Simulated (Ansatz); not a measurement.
# C on Mo(110): change of the work function, part 2 of 4

Aim: the work function of Mo(110) at several coverages of C (longbridge site), and the dipole that each adsorbate carries.

Ansatz 0.2.0; plane-wave DFT, PBE, Ansatz PAW.

So far, work function, upper face (eV): step 2 (the clean slab) 4.60.

### Step 3. The covered slab, k-mesh 6×6×1, coverage 0.25 ML

System of this step: Mo16C (C/Mo(110)). The cell holds 17 atoms: 16 Mo and 1 C. Cell: a = 5.456 Å, b = 5.456 Å, c = 26.299 Å, α = 90.0°, β = 90.0°, γ = 70.5°. Vacuum lies along c.

The clean slab as it ended is repeated in the plane and the adsorbate is set on one face; the cell's size fixes the coverage, and the k-mesh shrinks with it to keep the sampling density about even. Adsorbate and upper layers relax, since the dipole depends on the height.

Input file input.yaml:

```yaml
crystal:
  lattice:
    - [4.4547727214, -3.15, 0.0]
    - [4.4547727214, 3.15, 0.0]
    - [0.0, 0.0, 26.2992768845]
  atoms:
    - { symbol: Mo, position: [0.0, 0.0, 0.3422147323] }
    - { symbol: Mo, position: [0.25, 0.25, 0.4269085576] }
    - { symbol: Mo, position: [0.0, 0.0, 0.5124477822] }
    - { symbol: Mo, position: [0.25, 0.25, 0.5940527538] }
    - { symbol: Mo, position: [0.0, 0.5, 0.3422147323] }
    - { symbol: Mo, position: [0.25, 0.75, 0.4269085576] }
    - { symbol: Mo, position: [0.0, 0.5, 0.5124477822] }
    - { symbol: Mo, position: [0.25, 0.75, 0.5940527538] }
    - { symbol: Mo, position: [0.5, 0.0, 0.3422147323] }
    - { symbol: Mo, position: [0.75, 0.25, 0.4269085576] }
    - { symbol: Mo, position: [0.5, 0.0, 0.5124477822] }
    - { symbol: Mo, position: [0.75, 0.25, 0.5940527538] }
    - { symbol: Mo, position: [0.5, 0.5, 0.3422147323] }
    - { symbol: Mo, position: [0.75, 0.75, 0.4269085576] }
    - { symbol: Mo, position: [0.5, 0.5, 0.5124477822] }
    - { symbol: Mo, position: [0.75, 0.75, 0.5940527538] }
    - { symbol: C, position: [0.0, 0.0, 0.6577852677] }
kpoints:
  mp_grid: { grid: [6, 6, 1] }
hamiltonian:
  xc: pbe
scf:
  occupations: { method: fermi_dirac, width: 0.1 }
  convergence: { dr2_threshold: 1.0e-08 }
efield:
  axis: 3
  dipole_correction: true
  ramp_position: 0.97
  ramp_width: 0.06
relax:
  f_tol: 0.02
  max_steps: 60
  constraints: [{ sites: [0, 1, 4, 5, 8, 9, 12, 13] }]
output:
  bader: true
  dos: { projected: true, e_range: [-8, 4] }
  write_potential: true
  write_density: true
  volumetric_format: npy
  elf: true
```

The run is started by

```console
$ ansatz run input.yaml --threads 4 --pin off --max-ram 6144MiB --backend cpu --events-out ev --progress --plain --runs-dir out
```

The program printed:

```text
[...]
Crystal: 17 atoms, lattice volume = 738.091 Å³
Basis set: ecut = 420 eV, 14447 PW (Γ), exchange–correlation on 80×80×360 points (8 copies of the dense FFT grid, shifted against one another)
Bands: 137, of which v1, the nominal top of the filled ones, is band 114 counted from 1 (113 counted from 0)
Symmetry: 4 space group operations
[...]
k-points: 13 of 36
[...]
SCF iter   1: F=—  HF=-79535.801956 eV  |F-HF|=—  |Δ(HF+E_count)|=         —  Δρ=4.59e-3  dr2=6.64e-1  ethr=1.77e-3  p=-0.136 e·Å  D=-3.34e-2 V/Å  ΔV_dip=0.88 eV  dr2_dipole=1.99e-1  V_vac-E_F(+/−)=5.75/4.87 eV  ⟨swp⟩=9.2  Hψ=8878  notcnv=0
[...]
SCF iter  10: F=-79535.775573 eV  HF=-79535.775573 eV  |F-HF|=1.40e-8  |Δ(HF+E_count)|=   4.51e-8  Δρ=5.93e-7  dr2=5.11e-9  ethr=4.39e-12  p=-0.194 e·Å  D=-4.76e-2 V/Å  ΔV_dip=1.25 eV  dr2_dipole=3.68e-10  V_vac-E_F(+/−)=5.88/4.63 eV  ⟨swp⟩=11.7  Hψ=13321  notcnv=0
SCF 1 converged in 10 iterations: F = -79535.775573 eV  dr2 = 5.11e-9
[...]
relax step   1: F+E_penalty+E_count = -79535.77557290 eV  Δ(F+E_penalty+E_count) = +0.000e0 eV  max|allowed force component| = 4.854e0 eV/Å  Δτ_max = 0.0000 Å  (10 SCF iters, accepted)
[...]
SCF iter  10: F=-79536.903085 eV  HF=-79536.903085 eV  |F-HF|=1.28e-8  |Δ(HF+E_count)|=   2.82e-8  Δρ=4.92e-7  dr2=2.55e-9  ethr=4.39e-12  p=-0.162 e·Å  D=-3.97e-2 V/Å  ΔV_dip=1.04 eV  dr2_dipole=2.94e-10  V_vac-E_F(+/−)=5.67/4.62 eV  ⟨swp⟩=10.9  Hψ=13477  notcnv=0
SCF 2 converged in 10 iterations: F = -79536.903085 eV  dr2 = 2.55e-9
[...]
relax step   2: F+E_penalty+E_count = -79536.90308509 eV  Δ(F+E_penalty+E_count) = -1.128e0 eV  max|allowed force component| = 3.358e0 eV/Å  Δτ_max = 0.1948 Å  (10 SCF iters, accepted)
[...]
SCF iter  10: F=-79537.357929 eV  HF=-79537.357929 eV  |F-HF|=1.22e-8  |Δ(HF+E_count)|=   2.78e-8  Δρ=4.51e-7  dr2=2.06e-9  ethr=4.39e-12  p=-0.121 e·Å  D=-2.96e-2 V/Å  ΔV_dip=0.78 eV  dr2_dipole=1.39e-13  V_vac-E_F(+/−)=5.40/4.62 eV  ⟨swp⟩=11.2  Hψ=13056  notcnv=0
SCF 3 converged in 10 iterations: F = -79537.357929 eV  dr2 = 2.06e-9
[...]
relax step   3: F+E_penalty+E_count = -79537.35792857 eV  Δ(F+E_penalty+E_count) = -4.548e-1 eV  max|allowed force component| = 6.660e-1 eV/Å  Δτ_max = 0.1948 Å  (10 SCF iters, accepted)
[...]
relax step   4: F+E_penalty+E_count = -79537.45060102 eV  Δ(F+E_penalty+E_count) = -9.267e-2 eV  max|allowed force component| = 4.584e-1 eV/Å  Δτ_max = 0.1730 Å  (10 SCF iters, accepted)
[...]
relax step   5: F+E_penalty+E_count = -79537.46546507 eV  Δ(F+E_penalty+E_count) = -1.486e-2 eV  max|allowed force component| = 2.248e-1 eV/Å  Δτ_max = 0.0523 Å  (9 SCF iters, accepted)
[...]
relax step   6: F+E_penalty+E_count = -79537.46893123 eV  Δ(F+E_penalty+E_count) = -3.466e-3 eV  max|allowed force component| = 2.448e-2 eV/Å  Δτ_max = 0.0216 Å  (8 SCF iters, accepted)
SCF iter   1: F=—  HF=-79537.468845 eV  |F-HF|=—  |Δ(HF+E_count)|=         —  Δρ=1.76e-4  dr2=3.35e-4  ethr=4.23e-6  p=-0.086 e·Å  D=-2.12e-2 V/Å  ΔV_dip=0.56 eV  dr2_dipole=2.53e-6  V_vac-E_F(+/−)=5.18/4.63 eV  ⟨swp⟩=2.0  Hψ=2769  notcnv=0
[...]
SCF iter   6: F=-79537.468987 eV  HF=-79537.468987 eV  |F-HF|=1.96e-8  |Δ(HF+E_count)|=   3.03e-8  Δρ=5.98e-7  dr2=3.84e-9  ethr=4.39e-12  p=-0.087 e·Å  D=-2.14e-2 V/Å  ΔV_dip=0.56 eV  dr2_dipole=1.76e-10  V_vac-E_F(+/−)=5.19/4.63 eV  ⟨swp⟩=10.5  Hψ=13554  notcnv=0
SCF 7 converged in 6 iterations: F = -79537.468987 eV  dr2 = 3.84e-9
relax step   7: F+E_penalty+E_count = -79537.46898681 eV  Δ(F+E_penalty+E_count) = -5.558e-5 eV  max|allowed force component| = 1.594e-2 eV/Å  Δτ_max = 0.0046 Å  (6 SCF iters, accepted)
NSCF: frozen V_eff on 13 k-points
[...]
SCF converged after 6 iterations
Free energy (F): -79537.468987 eV
[...]
Internal energy: -79537.076443 eV  (E = F + TS)
E sigma→0 (E₀):  -79537.272715 eV
Entropy (-TS):   -0.392543 eV (-23.091 meV/atom)
Fermi energy:    4.096079 eV
Dipole field:    D = -0.021378 V/Å  (p = -0.087198 e·Å, saw-weighted, corrected)
Work function:   Φ+ = 5.1882 eV   Φ− = 4.6260 eV
[...]
--- Forces (eV/Å), atoms counted from 1 ---
  atom   1  Mo     0.00000000     0.00000000     0.37908196
  atom   2  Mo    -0.13718912    -0.00000000    -0.69386043
  atom   3  Mo     0.00000000     0.00000000     0.01134694
  atom   4  Mo     0.00337250    -0.00000000    -0.00004926
  atom   5  Mo     0.00000000     0.00000000     0.64380289
  atom   6  Mo     0.00000000    -0.09622958    -0.40628117
  atom   7  Mo     0.00000000    -0.00000000    -0.00222992
  atom   8  Mo     0.00000000     0.01052346     0.00207345
  atom   9  Mo    -0.00000000     0.00000000     0.64380289
  atom  10  Mo     0.00000000     0.09622958    -0.40628117
  atom  11  Mo     0.00000000     0.00000000    -0.00222992
  atom  12  Mo     0.00000000    -0.01052346     0.00207345
  atom  13  Mo     0.00000000     0.00000000     0.53272274
  atom  14  Mo     0.13718912    -0.00000000    -0.69386043
  atom  15  Mo     0.00000000     0.00000000     0.00587016
  atom  16  Mo    -0.00337250     0.00000000    -0.00004926
  atom  17  C      0.00000000    -0.00000000    -0.01593830
  max |Σ_I F_I| component: 5.35e-6 eV/Å
--- Band table (eV; the first three rows and the last of 13) ---
  k-point 0: bands = [... 110 lower, 4.6117, 4.8393, 5.0032, 5.0897, 5.0905, 5.1105, 5.2487, 5.4005, ... 19 higher]
  k-point 1: bands = [... 110 lower, 4.3756, 4.4601, 4.6505, 4.7285, 4.7902, 5.0201, 5.0724, 5.1371, ... 19 higher]
  k-point 2: bands = [... 110 lower, 3.6828, 3.7949, 3.8461, 3.9874, 4.4359, 4.5344, 4.6456, 4.7833, ... 19 higher]
  k-point 12: bands = [... 110 lower, 3.3266, 3.3945, 3.4165, 3.4503, 3.4660, 3.4820, 3.6322, 3.9660, ... 19 higher]
--- Relaxed structure (7 steps of the walk, 7 accepted, 0 SCFs on fresh bases) ---
  F+E_penalty+E_count = -79537.46898681 eV   max|allowed force component| = 1.594e-2 eV/Å
  atoms:
    - { symbol: Mo, position: [0.0, 0.0, 0.3422147323] }
    - { symbol: Mo, position: [0.25, 0.25, 0.4269085576] }
    - { symbol: Mo, position: [2.559273e-19, -2.559273e-19, 0.511343] }
    - { symbol: Mo, position: [0.241814, 0.241814, 0.596940] }
    - { symbol: Mo, position: [2.775558e-17, 0.5, 0.3422147323] }
    - { symbol: Mo, position: [0.250000, 0.75, 0.4269085576] }
    - { symbol: Mo, position: [2.775558e-17, 0.5, 0.513714] }
    - { symbol: Mo, position: [0.262163, 0.737837, 0.595094] }
    - { symbol: Mo, position: [0.5, 2.775558e-17, 0.3422147323] }
    - { symbol: Mo, position: [0.75, 0.250000, 0.4269085576] }
    - { symbol: Mo, position: [0.5, 2.775558e-17, 0.513714] }
    - { symbol: Mo, position: [0.737837, 0.262163, 0.595094] }
    - { symbol: Mo, position: [0.5, 0.5, 0.3422147323] }
    - { symbol: Mo, position: [0.75, 0.75, 0.4269085576] }
    - { symbol: Mo, position: [0.5, 0.5, 0.509895] }
    - { symbol: Mo, position: [0.758186, 0.758186, 0.596940] }
    - { symbol: C, position: [4.996708e-18, -4.996708e-18, 0.636223] }
--- Bader charges: 17 sites ---
  site symbol  charge [e]  shift [e]
     0     Mo     -0.0647     0.0000
     1     Mo      0.0563     0.0000
     2     Mo      0.0472     0.0000
     3     Mo      0.1958     0.0001
     4     Mo     -0.0542     0.0000
     5     Mo      0.0552     0.0000
     6     Mo      0.0608     0.0000
     7     Mo      0.3096     0.0007
     8     Mo     -0.0542     0.0000
     9     Mo      0.0552     0.0000
    10     Mo      0.0608     0.0000
    11     Mo      0.3096     0.0007
    12     Mo     -0.0591     0.0000
    13     Mo      0.0563     0.0000
    14     Mo     -0.0219     0.0001
    15     Mo      0.1958     0.0001
    16      C     -1.1487     0.0012
  estimated error of the sums over rays = 1.0e-3 e
```

Elapsed: 5.6 min, on 4 threads of Arm Neoverse V1, shared host; peak memory 2.8 GiB.

Relaxation path:

| step | energy less that of the first step (eV) | largest force component (eV/Å) |
| --- | --- | --- |
| 1 | 0.0000 | 4.8544 |
| 2 | -1.1275 | 3.3581 |
| 3 | -1.5824 | 0.6660 |
| 4 | -1.6750 | 0.4584 |
| 5 | -1.6899 | 0.2248 |
| 6 | -1.6934 | 0.0245 |
| 7 | -1.6934 | 0.0159 |

Forces are held to the 4 operations that the program found; a distortion that breaks them can't arise in this run.

The atoms that moved most (Å):

| atom | dx | dy | dz | length |
| --- | --- | --- | --- | --- |
| C17 | 0.000 | 0.000 | -0.567 | 0.567 |
| Mo4 | -0.073 | 0.000 | 0.076 | 0.105 |
| Mo16 | 0.073 | 0.000 | 0.076 | 0.105 |
| Mo12 | 0.000 | 0.077 | 0.027 | 0.081 |
| Mo8 | 0.000 | -0.077 | 0.027 | 0.081 |
| Mo15 | 0.000 | 0.000 | -0.067 | 0.067 |
| Mo7 | 0.000 | 0.000 | 0.033 | 0.033 |
| Mo11 | 0.000 | 0.000 | 0.033 | 0.033 |

Final coordinates:

```cif
data_structure
_symmetry_space_group_name_H-M 'P 1'
_symmetry_Int_Tables_number 1
_cell_length_a 5.4560
_cell_length_b 5.4560
_cell_length_c 26.2993
_cell_angle_alpha 90.000
_cell_angle_beta 90.000
_cell_angle_gamma 70.529
_cell_volume 738.09
loop_
_atom_site_label
_atom_site_type_symbol
_atom_site_fract_x
_atom_site_fract_y
_atom_site_fract_z
_atom_site_occupancy
Mo1 Mo 0.00000 0.00000 0.34221 1
Mo2 Mo 0.25000 0.25000 0.42691 1
Mo3 Mo 0.00000 0.00000 0.51134 1
Mo4 Mo 0.24181 0.24181 0.59694 1
Mo5 Mo 0.00000 0.50000 0.34221 1
Mo6 Mo 0.25000 0.75000 0.42691 1
Mo7 Mo 0.00000 0.50000 0.51371 1
Mo8 Mo 0.26216 0.73784 0.59509 1
Mo9 Mo 0.50000 0.00000 0.34221 1
Mo10 Mo 0.75000 0.25000 0.42691 1
Mo11 Mo 0.50000 0.00000 0.51371 1
Mo12 Mo 0.73784 0.26216 0.59509 1
Mo13 Mo 0.50000 0.50000 0.34221 1
Mo14 Mo 0.75000 0.75000 0.42691 1
Mo15 Mo 0.50000 0.50000 0.50990 1
Mo16 Mo 0.75819 0.75819 0.59694 1
C17 C 0.00000 0.00000 0.63622 1
```

This step gave:

```yaml
energy_at_zero_smearing: -79537.2727 eV
work_function_upper_face: 5.188 eV
work_function_lower_face: 4.626 eV
dipole_along_the_normal: -0.08720 e·Å
step_between_the_vacuum_levels: 0.5622 eV
```

Running mean over 2.227 Å of the planar mean; the ramp of the sawtooth is left out. The electron's electrostatic potential energy less the Fermi level by z:

| z (Å) | electron's electrostatic potential energy less the Fermi level (eV) |
| --- | --- |
| 4 | 4.62 |
| 5 | 4.61 |
| 6 | 4.49 |
| 7 | 3.16 |
| 8 | -6.00 |
| 9 | -12.4 |
| 10 | -12.7 |
| 11 | -12.8 |
| 12 | -12.7 |
| 13 | -12.8 |
| 14 | -12.9 |
| 15 | -12.9 |
| 16 | -12.6 |
| 17 | -2.97 |
| 18 | 4.00 |
| 19 | 5.11 |
| 20 | 5.18 |
| 21 | 5.19 |
| 22 | 5.19 |
| 23 | 5.19 |

The density of states has structure finer than the step of the table below, so its rows give means over 0.25 eV. Peaks (eV: height): -2.980: 28.0, -2.740: 28.4, -2.650: 30.7, -2.260: 26.8, -2.140: 26.7, -1.830: 26.9, 1.320: 27.8.

The density of states by energy, zero at the Fermi level; means over each step:

| energy (eV) | density of states (states/eV a cell) |
| --- | --- |
| -7.00 | 0 |
| -6.75 | 0.00847 |
| -6.50 | 0.794 |
| -6.25 | 0.919 |
| -6.00 | 1.07 |
| -5.75 | 1.17 |
| -5.50 | 1.56 |
| -5.25 | 3.08 |
| -5.00 | 7.68 |
| -4.75 | 16.0 |
| -4.50 | 17.2 |
| -4.25 | 21.4 |
| -4.00 | 19.2 |
| -3.75 | 23.4 |
| -3.50 | 18.8 |
| -3.25 | 21.1 |
| -3.00 | 24.0 |
| -2.75 | 24.7 |
| -2.50 | 18.0 |
| -2.25 | 21.1 |
| -2.00 | 18.3 |
| -1.75 | 23.6 |
| -1.50 | 20.7 |
| -1.25 | 21.1 |
| -1.00 | 16.7 |
| -0.75 | 16.3 |
| -0.50 | 14.4 |
| -0.25 | 11.0 |
| 0.00 | 11.3 |
| 0.25 | 16.0 |
| 0.50 | 19.2 |
| 0.75 | 21.1 |
| 1.00 | 23.1 |
| 1.25 | 25.3 |

Projected DOS per atom over height of the atomic layer and energy from the Fermi level. Layers: Mo4 Mo4 Mo4 Mo4 C from below.

Ten even steps from '0' (0.00 states/eV) to '9' (1.76 states/eV), each cell a mean:
```
88781
77771
85561
52241
63343
63474
94482
96772
76672
88662
69953
67665
68665
38854
26732
01111
00000
00000
00000
00000
00000
00000
```
Columns: height of the atomic layer (Å) from 9 to 16.7 (not evenly spaced); rows upwards: energy from the Fermi level (eV) from -7.96 to 1.45.

Valence density in the ca plane at fractional y = 0.000, with atoms of Mo and C within 0.2 Å of it. It is the smooth field of the valence electrons, not physical close to the nuclei.

Ten steps, logarithmic in the rise over the least value, from '0' (0.0 e/Å³) to '9' (6.5 e/Å³), each cell a mean:
```
79997433333469998533346765310000000000000000
57875433333347886433345654210000000000000000
35554333333334554333344432100000000000000000
33443333433333443333443321100000000000000000
35554333333334554333443221000000000000000000
57885433333346886433333210000000000000000000
79997433333358998543332210000000000000000000
79998433333369999643332210000000000000000000
68986433333357997533333210000000000000000000
46764333333345665433333211000000000000000000
34443333433333443333443321000000000000000000
34443333433334443333444332100000000000000000
46764333333345765333344543210000000000000000
68996433333358997433346665310000000000000000
79998433333469998533356765310000000000000000
```
Columns run along c (16.0 Å, from fractional 0.31 to 0.92 of the cell), rows up along a (5.5 Å). Atoms in or near the plane, at fractional coordinates: Mo at (0.34, 0.00), Mo at (0.51, 0.00), Mo at (0.34, 0.50), Mo at (0.51, 0.50), C at (0.64, 0.00).

Electrostatic potential energy in the ca plane at fractional y = 0.000, with atoms of Mo and C within 0.2 Å of it. With pseudopotentials it is smooth inside the atoms' cores, unlike the true potential.

Ten even steps from '0' (-70 eV) to '9' (9 eV), each cell a mean:
```
51004899999862003799985126999999999999999999
74346899999975336899998779999999999999999999
88778999899998778999889999999999999999999999
98889999889999889999889999999999999999999999
87778999899998778999889999999999999999999999
74246899999985335899999999999999999999999999
41004899999962002689999999999999999999999999
40003899999861001689999999999999999999999999
62025899999974113799999999999999999999999999
86568999999987557899989999999999999999999999
98889999889998888999889999999999999999999999
98889999889998888999889999999999999999999999
86568999999986557899998889999999999999999999
52025899999873114799997448999999999999999999
40003899999851002799984005999999999999999999
```
Columns run along c (16.0 Å, from fractional 0.31 to 0.92 of the cell; values clipped at the 3rd and 97th percentile), rows up along a (5.5 Å). Atoms in or near the plane, at fractional coordinates: Mo at (0.34, 0.00), Mo at (0.51, 0.00), Mo at (0.34, 0.50), Mo at (0.51, 0.50), C at (0.64, 0.00).

ELF in the ca plane at fractional y = 0.000, with atoms of Mo and C within 0.2 Å of it. It is the smooth field of the valence electrons, not physical close to the nuclei.

Ten even steps from '0' (0.00) to '9' (0.80), each cell a mean:
```
78786354345358788333478459974200000000000000
47874354334436884233358999863100000000000000
34433443334533442443336888742000000000000000
44334543334554333554334555421000000000000000
34433443334533443344334432110000000000000000
47874354334425885244334432100000000000000000
78786354445348778434444432100000000000000000
88577355445358658434445442100000000000000000
58885354334337997334334432100000000000000000
35653344334423663344334432100000000000000000
44333543334543333454334443210000000000000000
44333543334543333453334677531000000000000000
35653344334424663343347999853100000000000000
58885354345347887333368789974100000000000000
88577355445368568433477238974200000000000000
```
Columns run along c (16.0 Å, from fractional 0.31 to 0.92 of the cell), rows up along a (5.5 Å). Atoms in or near the plane, at fractional coordinates: Mo at (0.34, 0.00), Mo at (0.51, 0.00), Mo at (0.34, 0.50), Mo at (0.51, 0.50), C at (0.64, 0.00).

The relaxation took 7 steps and lowered the energy by 1.7 eV; the largest force on the free atoms ends at 0.016 eV/Å.

By hand: a sheet of dipoles makes a step −p/(ε₀A) in the electron's potential. With e/ε₀ = 180.95 V·Å, p = -0.08720 e·Å and A = 28.07 Å², that is −180.95 × (-0.08720) / 28.07 = +0.562 eV, and the two vacuum levels of the run differ by +0.562 eV.

The covered face has 5.19 eV, +0.59 eV against the clean one; the bare back face has moved by -0.07 eV, a measure of how thin the slab is.

(Part 2 of 4 ends here.)

[Long decimals in the printed logs are rounded to 6 places.]

[Logs are printed without paths, hosts, clocks, repeated set-up lines and the standing remarks that a program may print on its own settings, such as how far it seeks lower states.]

[Hosts, paths, dates, database ids (printed as entryN), source tags and the programs' standing remarks are cut or masked in the printed files.]

[Maps of the electrostatic potential energy from Ansatz leave out the sawtooth potential of an applied field or a dipole correction, so their vacuum need not be flat; planar profiles and work functions include it.]

[The density of states shown here was stored with 400 of the rows of the run's finer table, so its peaks can read low, often by over a quarter, or be missed, and its means over a window can be off by a tenth or more.]
